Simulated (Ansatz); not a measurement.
# Phonons of LuSb (Fm-3m) against volume

Wanted: mode Grüneisen parameters of LuSb (Fm-3m).

Main program and level: Ansatz 0.2.0; DFT PBEsol, scalar-relativistic, plane waves, PAW; PAW set soft_1.

## 1. The starting structure

Symmetry: Fm-3m, No. 225, cubic system. The conventional cell has a = 5.997 Å, b = 5.997 Å, c = 5.997 Å, α = 90.00°, β = 90.00°, γ = 90.00°. Nearest to Lu lie 6 Sb at 3.00 Å. Sb has 6 Lu at 3.00 Å nearest. Farther neighbours are not listed.

Coordinates:

```cif
data_structure
_symmetry_space_group_name_H-M 'P 1'
_symmetry_Int_Tables_number 1
_cell_length_a 4.2405
_cell_length_b 4.2405
_cell_length_c 4.2405
_cell_angle_alpha 60.000
_cell_angle_beta 60.000
_cell_angle_gamma 60.000
_cell_volume 53.92
loop_
_atom_site_label
_atom_site_type_symbol
_atom_site_fract_x
_atom_site_fract_y
_atom_site_fract_z
_atom_site_occupancy
Lu1 Lu 0.00000 0.00000 0.00000 1
Sb2 Sb 0.50000 0.50000 0.50000 1
```

## 2. Response at finite wavevector

The cell comes from relaxations at this level that are not shown. Stability and thermal properties need the whole zone. Linear response on a 4×4×4 q mesh gives force constants as far as a supercell of that size would.

Input file input.yaml:

```yaml
crystal:
  lattice:
    - [0.0, 2.9984785113, 2.9984785113]
    - [2.9984785113, 0.0, 2.9984785113]
    - [2.9984785113, 2.9984785113, 0.0]
  atoms:
    - { symbol: Lu, position: [0.0, 0.0, 0.0] }
    - { symbol: Sb, position: [0.5, 0.5, 0.5] }
kpoints:
  mp_grid: { grid: [12, 12, 12] }
hamiltonian:
  xc: pbesol
  pseudopotentials: { kind: paw, azcp: { folder: soft_1 }, xc_functional: pbe }
scf:
  occupations: { method: methfessel_paxton, width: 0.2 }
output:
  eigenvalues: true
phonons:
  method: dfpt
  qmesh: [4, 4, 4]
  temperatures: { t_max: 1000, t_step: 50 }
  qpath:
    path:
      - [[0.0, 0.0, 0.0], [0.5, 0.0, 0.5], [0.625, 0.25, 0.625]]
      - [[0.375, 0.375, 0.75], [0.0, 0.0, 0.0], [0.5, 0.5, 0.5], [0.5, 0.25, 0.75], [0.5, 0.0, 0.5]]
    npoints: 10
```

Launch:

```sh
$ ansatz run input.yaml --threads 4 --pin off --max-ram 10240MiB --backend cpu --events-out ev --progress --plain --runs-dir out
```

Numbers of over 12 decimals in the logs are rounded to 6 here.

What it wrote:

```text
Engine: ansatz 0.2.0, aarch64-unknown-linux-gnu
Pseudopotentials: kind: paw
Pseudopotential: Lu, paw, valence charge 25, recommended cutoff 420 eV (normal), soft_1/Lu.paw.azcp
Pseudopotential: Sb, paw, valence charge 15, recommended cutoff 420 eV (normal), soft_1/Sb.paw.azcp
Functional definition: PBEsol
  exchange = pbesol_x
  correlation = pbesol_c
Crystal: 2 atoms, lattice volume = 53.918 Å³
Basis set: ecut = 420 eV, 1067 PW (Γ), exchange–correlation on 60×60×60 points (8 copies of the dense FFT grid, shifted against one another)
Bands: 24, of which v1, the nominal top of the filled ones, is band 20 counted from 1 (19 counted from 0)
Symmetry: 48 space group operations
k-points: 72 of 1728
Non-local potential: Lu, projectors of the file, l = 0: 3, l = 1: 2, l = 2: 2, l = 3: 3
Non-local potential: Sb, projectors of the file, l = 0: 2, l = 1: 2, l = 2: 2, l = 3: 1
PAW form: soft (Blöchl's): semilocal exchange-correlation on the pseudo side does not see the compensation charge
PAW frozen core: Lu, regenerated for the run's functional, and the local potential with it (the file was generated under x = pbe(κ = 0.804, μ = 0.219515), c = pbe(β = 0.066725))
PAW frozen core: Sb, regenerated for the run's functional, and the local potential with it (the file was generated under x = pbe(κ = 0.804, μ = 0.219515), c = pbe(β = 0.066725))
PAW one-centre angular grid: Lu, 590 points (default); XC on 64 Gauss nodes
PAW one-centre angular grid: Sb, 590 points (default); XC on 64 Gauss nodes
Initial density: superposition of atomic densities (chi_scale 0.1, normalization cell, long waves kept (reshape's long-wave potential 0.00 eV rms))
Initial wavefunctions: pseudopotential atomic-orbital guess
Functional: x = pbesol(κ = 0.804, μ = 0.123457), c = pbesol(β = 0.046)
SCF iter   1: F=—  HF=-21022.850337 eV  |F-HF|=—  |Δ(HF+E_count)|=         —  Δρ=4.91e-2  dr2=1.61e0  ethr=3.10e-3  ⟨swp⟩=5.3  Hψ=8237  notcnv=0
preconditioner: auto → Kerker (q_TF=auto, 2.596 Å⁻¹)  [metal: Δε(μ)=0.054 eV  Ē_g=17.363 eV  σ=0.200 eV  W_gap=0.22  n_scr=14 (ndim 8)  ℏωp=31.2 eV  f_vac=0.000  D(μ)=0.46/eV (n_scr^D=0)]
SCF iter   2: F=—  HF=-21022.453329 eV  |F-HF|=—  |Δ(HF+E_count)|=   3.97e-1  S|Δr|=    0.00e0  Δρ=2.14e-2  dr2=3.05e-1  ethr=3.10e-3  ⟨swp⟩=4.2  Hψ=4320  notcnv=0
preconditioner: auto → none  [insulator: Δε(μ)=0.130 eV  Ē_g=17.167 eV  σ=0.200 eV  W_gap=0.51  n_scr=14 (ndim 8)  ℏωp=31.2 eV  f_vac=0.000  D(μ)=0.41/eV (n_scr^D=0)  ε∞_Penn≈4.3]
SCF iter   3: F=—  HF=-21022.356785 eV  |F-HF|=—  |Δ(HF+E_count)|=   9.65e-2  S|Δr|=    0.00e0  Δρ=1.13e-2  dr2=5.18e-2  ethr=7.62e-4  ⟨swp⟩=2.8  Hψ=4102  notcnv=0
SCF iter   4: F=—  HF=-21022.312034 eV  |F-HF|=—  |Δ(HF+E_count)|=   4.48e-2  S|Δr|=    0.00e0  Δρ=4.15e-3  dr2=4.94e-3  ethr=1.29e-4  ⟨swp⟩=3.1  Hψ=4427  notcnv=0
SCF iter   5: F=—  HF=-21022.319476 eV  |F-HF|=—  |Δ(HF+E_count)|=   7.44e-3  S|Δr|=    0.00e0  Δρ=1.46e-3  dr2=6.69e-4  ethr=1.23e-5  ⟨swp⟩=2.5  Hψ=3648  notcnv=0
SCF iter   6: F=—  HF=-21022.320108 eV  |F-HF|=—  |Δ(HF+E_count)|=   6.32e-4  S|Δr|=    0.00e0  Δρ=2.81e-4  dr2=5.75e-5  ethr=1.67e-6  ⟨swp⟩=3.0  Hψ=3949  notcnv=0
SCF iter   7: F=—  HF=-21022.320086 eV  |F-HF|=—  |Δ(HF+E_count)|=   2.22e-5  S|Δr|=    0.00e0  Δρ=3.88e-5  dr2=7.02e-7  ethr=1.44e-7  ⟨swp⟩=2.4  Hψ=3418  notcnv=0
SCF iter   8: F=—  HF=-21022.320087 eV  |F-HF|=—  |Δ(HF+E_count)|=   4.46e-7  S|Δr|=    0.00e0  Δρ=5.80e-6  dr2=5.17e-9  ethr=1.76e-9  ⟨swp⟩=3.1  Hψ=4229  notcnv=0
SCF iter   9: F=—  HF=-21022.320087 eV  |F-HF|=—  |Δ(HF+E_count)|=   1.99e-9  S|Δr|=    0.00e0  Δρ=6.18e-7  dr2=2.14e-10  ethr=1.29e-11  ⟨swp⟩=3.0  Hψ=3579  notcnv=0
SCF iter  10: F=-21022.320087 eV  HF=-21022.320087 eV  |F-HF|=7.28e-12  |Δ(HF+E_count)|=  1.09e-11  S|Δr|=    0.00e0  Δρ=1.01e-7  dr2=5.09e-12  ethr=1.00e-12  ⟨swp⟩=8.8  Hψ=15058  notcnv=0
SCF 1 converged in 10 iterations: F = -21022.320087 eV  dr2 = 5.09e-12
  greatest PAW one-centre occupation: 0.998 electrons in one spin orbital (limit 2), on the Lu atom at site 0 (counted from 0), in its partial waves of l = 0
Initial density: read from a saved state, or passed on in memory by an earlier SCF of this step, an earlier step, the calling program or the single point that the run made first
iter 1 solved again at ethr=4.62e-8 eV; its pass at ethr=3.10e-3 eV (dr2=1.85e-5 eV) is discarded
SCF iter   1: F=—  HF=-21022.320087 eV  |F-HF|=—  |Δ(HF+E_count)|=         —  Δρ=1.09e-6  dr2=2.32e-10  ethr=4.62e-8  ⟨swp⟩=6.3  Hψ=17789  notcnv=0
eigensolver tolerance schedule: the retry pair's looser diagonalisation over-reported the residual by 79662.43 of it (diagonalisation noise at an unbounded share of the residual, at the tolerance the schedule requests for it); recorded, not acted on — ethr = c·dr2/N_el stays at c = 1.0e-1
preconditioner: auto → Kerker (q_TF=auto, 2.596 Å⁻¹)  [metal: Δε(μ)=0.130 eV  Ē_g=17.359 eV  σ=0.200 eV  W_gap=0.49  n_scr=14 (ndim 8)  ℏωp=31.2 eV  f_vac=0.000  D(μ)=0.29/eV (n_scr^D=0)]
SCF iter   2: F=—  HF=-21022.320087 eV  |F-HF|=—  |Δ(HF+E_count)|=   6.83e-8  S|Δr|=    0.00e0  Δρ=6.31e-7  dr2=9.97e-11  ethr=1.00e-12  ⟨swp⟩=5.2  Hψ=7240  notcnv=0
SCF iter   3: F=—  HF=-21022.320087 eV  |F-HF|=—  |Δ(HF+E_count)|=  1.06e-10  S|Δr|=    0.00e0  Δρ=4.37e-7  dr2=5.13e-11  ethr=1.00e-12  ⟨swp⟩=2.0  Hψ=2247  notcnv=0
SCF iter   4: F=—  HF=-21022.320087 eV  |F-HF|=—  |Δ(HF+E_count)|=  2.18e-11  S|Δr|=    0.00e0  Δρ=3.15e-7  dr2=2.58e-11  ethr=1.00e-12  ⟨swp⟩=1.0  Hψ=1728  notcnv=0
SCF iter   5: F=-21022.320087 eV  HF=-21022.320087 eV  |F-HF|=1.82e-11  |Δ(HF+E_count)|=  1.09e-11  S|Δr|=    0.00e0  Δρ=1.37e-7  dr2=4.65e-12  ethr=1.00e-12  ⟨swp⟩=5.0  Hψ=7706  notcnv=0
SCF 2 converged in 5 iterations: F = -21022.320087 eV  dr2 = 4.65e-12
phonons: the bands overlap, so this run is a metal and interpolates without the dipole-dipole term. If the crystal is really an insulator or semiconductor, its LO-TO splitting is missing
NSCF: frozen V_eff on 72 k-points
NSCF: frozen V_eff on 163 k-points
DFPT response loops at q = (0, 0, 0) (fractional): preconditioner auto → Kerker (q_TF=auto, 2.596 Å⁻¹) (partly filled bands, converged f_vac=0.000); β = 1.00, the filter's whole step (`scf.mixing.beta` (0.50) is not read by the response loops under this deck's `scf.mixing.preconditioner`; to damp them name `kerker` or `kerker_dos`, under which they read `scf.mixing.beta`, and type it under 1.00, their step now; both keys bind the ground state too); Broyden in place of MSR1
NSCF: frozen V_eff on 1872 k-points
DFPT response loops at q = (0, 0, 0.25) (fractional): mixed as the last ones told, above
NSCF: frozen V_eff on 952 k-points
DFPT response loops at q = (0, 0, -0.5) (fractional): mixed as the last ones told, above
NSCF: frozen V_eff on 1020 k-points
DFPT response loops at q = (0, 0.25, 0.25) (fractional): mixed as the last ones told, above
NSCF: frozen V_eff on 3456 k-points
DFPT response loops at q = (0, 0.25, -0.5) (fractional): mixed as the last ones told, above
NSCF: frozen V_eff on 1872 k-points
DFPT response loops at q = (0, 0.25, -0.25) (fractional): mixed as the last ones told, above
NSCF: frozen V_eff on 560 k-points
DFPT response loops at q = (0, -0.5, -0.5) (fractional): mixed as the last ones told, above
NSCF: frozen V_eff on 1020 k-points
DFPT response loops at q = (0.25, -0.5, -0.25) (fractional): mixed as the last ones told, above
SCF converged after 10 iterations
Stability not checked: this state was not tested for a lower state beside it, because cold or Methfessel-Paxton smearing, or corrected tetrahedra, fill the levels in a way that the test cannot read (fill_not_monotonic; see scf.lower_state_search)
Free energy (F): -21022.320087 eV
Harris-Foulkes:  -21022.320087 eV  (|F-HF|=7.28e-12)
Internal energy: -21022.320335 eV  (E = F + TS)
E sigma→0 (E₀):  -21022.320149 eV
Entropy (-TS):   0.000248 eV (0.124 meV/atom)
Fermi energy:    12.898193 eV
Step filling:    the computed levels leave a gap of 0.0267 eV = 0.1 smearing widths at the electron count; against every level under it full and every level over it empty, smearing changes F+E_penalty+E_count by +0.068 meV and its σ→0 estimate by +5.69e-3 meV
--- Per-component energies (eV) ---
  E_band       = -143.228872
  E_kinetic    = 584.992095
  E_local      = -8526.085190  (includes V_loc(G=0)·N_el)
  E_nonlocal   = 1078.667239
  E_hartree    = 3575.486084
  E_xc         = -305.128373
  E_vxc        = -343.878420  (∫ρ·V_xc dr)
  E_paw        = -11771.725847  (= ΣΔE_a)
  E_vpaw       = -87.896705  (= ΣTr[D̂ρ^β])
  E_aug_tail   = 0.000117  (compensation charges beyond the density's cutoff)
  E_ewald      = -5660.050199
  E_core_change = 1.523740  (= ΣΔE_core)
  E_smearing   = 0.000248  (= −TS)
  E_closure    = 0.000000  (closes the sum)
  Σ components = -21022.320087   (vs F -21022.320087, Δ=0.00e0)
--- Band table (eV; the first three rows and the last of 72) ---
  k-point 0: bands = [... 16 lower, 7.7691, 13.8757, 13.8757, 13.8757, 14.1306, 14.1306, 14.1306, 14.9295]
  k-point 1: bands = [... 16 lower, 7.7692, 12.8715, 13.2618, 13.2618, 14.3228, 14.3228, 14.5546, 15.5606]
  k-point 2: bands = [... 16 lower, 7.7694, 11.5521, 12.5115, 12.5115, 14.5956, 14.5956, 14.7078, 16.6487]
  k-point 71: bands = [... 16 lower, 7.7758, 10.1218, 10.1218, 10.2024, 15.3871, 15.5418, 15.5418, 17.1062]
--- Phonons (Γ-DFPT): 2 representative perturbations + reference (Σ response iterations 6) ---
  ASR residual: 1.225e-4 → 0.000e0 eV/Å²; symmetrization residual: 2.635e-5 eV/Å²
  ASR residual per site (eV/Å²): 1.22e-4 5.35e-5
  Γ frequencies (cm⁻¹): 0.00 0.00 0.00 146.07 146.07 146.07
--- Phonons (arbitrary-q DFPT): 8 irreducible q on the 4×4×4 mesh ---
  q = [0.0000, 0.0000, 0.0000] (star 1, of the zone-centre solve; hermiticity 9.35e-6, symmetrization 4.50e-12): -0.00 -0.00 0.00 146.07 146.07 146.07
  q = [0.0000, 0.0000, 0.2500] (star 8, 2 solved perturbations on 936 of 1728 k-point pairs; hermiticity 1.54e-6, symmetrization 2.04e-12): 57.24 57.24 77.07 138.64 138.64 157.82
  q = [0.0000, 0.0000, -0.5000] (star 4, 2 solved perturbations on 476 of 1728 k-point pairs; hermiticity 3.53e-13, symmetrization 3.26e-12): 89.37 89.37 124.53 124.53 128.53 144.09
  q = [0.0000, 0.2500, 0.2500] (star 6, 4 solved perturbations in 1608 linear systems a pass and spin channel, the states on 510 of 1728 k-point pairs; hermiticity 5.20e-6, symmetrization 1.30e-12): 36.84 36.84 98.63 135.68 148.79 148.79
  q = [0.0000, 0.2500, -0.5000] (star 24, 4 solved perturbations in 5328 linear systems a pass and spin channel, the states on 1728 of 1728 k-point pairs; hermiticity 1.70e-6, symmetrization 1.05e-12): 69.99 74.46 86.52 137.92 146.56 152.57
  q = [0.0000, 0.2500, -0.2500] (star 12, 4 solved perturbations in 2892 linear systems a pass and spin channel, the states on 936 of 1728 k-point pairs; hermiticity 5.16e-6, symmetrization 1.95e-12): 47.92 88.98 114.27 126.69 140.39 153.80
  q = [0.0000, -0.5000, -0.5000] (star 3, 4 solved perturbations in 886 linear systems a pass and spin channel, the states on 280 of 1728 k-point pairs; hermiticity 5.50e-6, symmetrization 1.47e-12): 49.44 49.44 52.58 143.46 143.46 158.46
  q = [0.2500, -0.5000, -0.2500] (star 6, 4 solved perturbations in 1544 linear systems a pass and spin channel, the states on 510 of 1728 k-point pairs; hermiticity 3.46e-6, symmetrization 2.29e-12): 53.55 53.55 104.94 135.14 155.23 155.23
  sum rule: each row above includes the acoustic sum rule's correction from the zone centre's row sums; it moved no ω² by more than (0.44 cm⁻¹)²
  mesh force constants: q→R imaginary residual 5.25e-18; ASR residual 1.225e-4 → 0.000e0 eV/Å²; symmetrization residual 7.994e-15 eV/Å²
  interpolated dispersion: 62 rows × 6 modes
  density of states and harmonic sums: on the 20×20×20 q-mesh, interpolated from the force constants of a 4×4×4 supercell (no non-analytic term)
  largest difference from the sums on the solved wave vectors: F 1.37e-2 eV, S 1.77e-5 and C_V 4.01e-6 eV/K
  zero-point energy: 0.040468 eV/cell   skipped modes (ω ≤ 0): 3   left out of the sums: 6.25e-5 of the cell's modes: C_V's classical limit lies that fraction below 3 k_B per atom; for a crystal, a wire or a layer, F and S can be off by more, and a phonons.interpolated_qmesh denser along its periods is the remedy for the sampling
```

Run time: 9.7 min. Hardware: 4 threads of Arm Neoverse V1, shared host; peak memory 5.2 GiB; 38 min of CPU time.

Numbers from this step:

```
volume per atom                                         : 26.96 Å³
gap on the k-mesh                                       : 0 eV
sum-rule residual before enforcement                    : 1.22e-4 eV/Å²
lowest frequency on the path                            : 0 cm⁻¹
point group                                             : m-3m
highest frequency on the path or at a solved wavevector : 158.5 cm⁻¹
mean frequency                                          : 108.8 cm⁻¹
Debye temperature (second moment)                       : 215 K
logarithmic mean frequency                              : 100.3 cm⁻¹
highest optical mode at the zone centre (no LO-TO term) : 146.1 cm⁻¹
lowest optical zone-centre mode                         : 146.1 cm⁻¹
lowest mode on the q mesh (acoustic modes at Γ apart)   : 36.84 cm⁻¹
zero-point energy per atom                              : 20.23 meV
heat capacity at 300 K                                  : 24.32 J/(mol atoms K)
vibrational entropy at 300 K                            : 43.52 J/(mol atoms K)
```

Frequencies (cm⁻¹) solved at each irreducible wavevector; negative means imaginary. Frequencies by wavevector, by row:

| q in reciprocal lattice units | star | mode 1 | mode 2 | mode 3 | mode 4 | mode 5 | mode 6 |
| --- | --- | --- | --- | --- | --- | --- | --- |
| 0 0 0 | 1 | 0 | 0 | 0 | 146.1 | 146.1 | 146.1 |
| 0 0 0.25 | 8 | 57.2 | 57.2 | 77.1 | 138.6 | 138.6 | 157.8 |
| 0 0 -0.5 | 4 | 89.4 | 89.4 | 124.5 | 124.5 | 128.5 | 144.1 |
| 0 0.25 0.25 | 6 | 36.8 | 36.8 | 98.6 | 135.7 | 148.8 | 148.8 |
| 0 0.25 -0.5 | 24 | 70 | 74.5 | 86.5 | 137.9 | 146.6 | 152.6 |
| 0 0.25 -0.25 | 12 | 47.9 | 89 | 114.3 | 126.7 | 140.4 | 153.8 |
| 0 -0.5 -0.5 | 3 | 49.4 | 49.4 | 52.6 | 143.5 | 143.5 | 158.5 |
| 0.25 -0.5 -0.25 | 6 | 53.5 | 53.5 | 104.9 | 135.1 | 155.2 | 155.2 |

Symmetry leaves 8 wavevectors to solve. The lowest mode among them, the acoustic zeros apart, lies at q = (0, 0.25, 0.25) and is real, 36.8 cm⁻¹.

## 3. Relaxing at another volume, volume ratio 0.97

The volume is scaled by 0.97 and held; symmetry leaves nothing to relax, so this is a single point. The modes can then be followed against volume.

input.yaml, the sections that differ from step 2:

```yaml
crystal:
  lattice:
    - [0.0, 2.9681887786, 2.9681887786]
    - [2.9681887786, 0.0, 2.9681887786]
    - [2.9681887786, 2.9681887786, 0.0]
  atoms:
    - { symbol: Lu, position: [0.0, 0.0, 0.0] }
    - { symbol: Sb, position: [0.5, 0.5, 0.5] }
output:
  forces: true
  stress: true
  eigenvalues: true
# kpoints, hamiltonian, scf: as in step 2
# phonons: removed
```

What it wrote:

```text
[...]
Crystal: 2 atoms, lattice volume = 52.300 Å³
Basis set: ecut = 420 eV, 965 PW (Γ), exchange–correlation on 60×60×60 points (8 copies of the dense FFT grid, shifted against one another)
Bands: 24, of which v1, the nominal top of the filled ones, is band 20 counted from 1 (19 counted from 0)
Symmetry: 48 space group operations
[...]
k-points: 72 of 1728
[...]
--- Band table (eV; the first three rows and the last of 72) ---
  k-point 0: bands = [... 16 lower, 8.3413, 14.4346, 14.4346, 14.4346, 14.5983, 14.5983, 14.5983, 15.4456]
  k-point 1: bands = [... 16 lower, 8.3414, 13.3818, 13.7721, 13.7721, 14.8043, 14.8043, 15.0753, 16.1184]
  k-point 2: bands = [... 16 lower, 8.3416, 12.0404, 12.9924, 12.9924, 15.0834, 15.0834, 15.2392, 17.2507]
  k-point 71: bands = [... 16 lower, 8.3471, 10.5484, 10.5484, 10.6452, 15.9774, 16.0716, 16.0716, 17.6968]
[key lines of the parts left out:]
SCF converged after 10 iterations
Free energy (F): -21022.309303 eV
Fermi energy:    13.365950 eV
P = ⅓ Tr σ = 2.1892 GPa (21.892 kbar)
```

Elapsed: 2 s, on 4 threads; peak memory 0.4 GiB.

Numbers from this step:

| Quantity | Value |
| --- | --- |
| pressure | 2.189 GPa |
| volume per atom | 26.15 Å³ |

The run ends at a pressure of 2.19 GPa.

(Part 1 of 2 ends here.)

[Logs are printed without paths, hosts, clocks, repeated set-up lines and the standing remarks that a program may print on its own settings, such as how far it seeks lower states.]

[Hosts, paths, dates, database ids (printed as entryN), source tags and the programs' standing remarks are cut or masked in the printed files.]
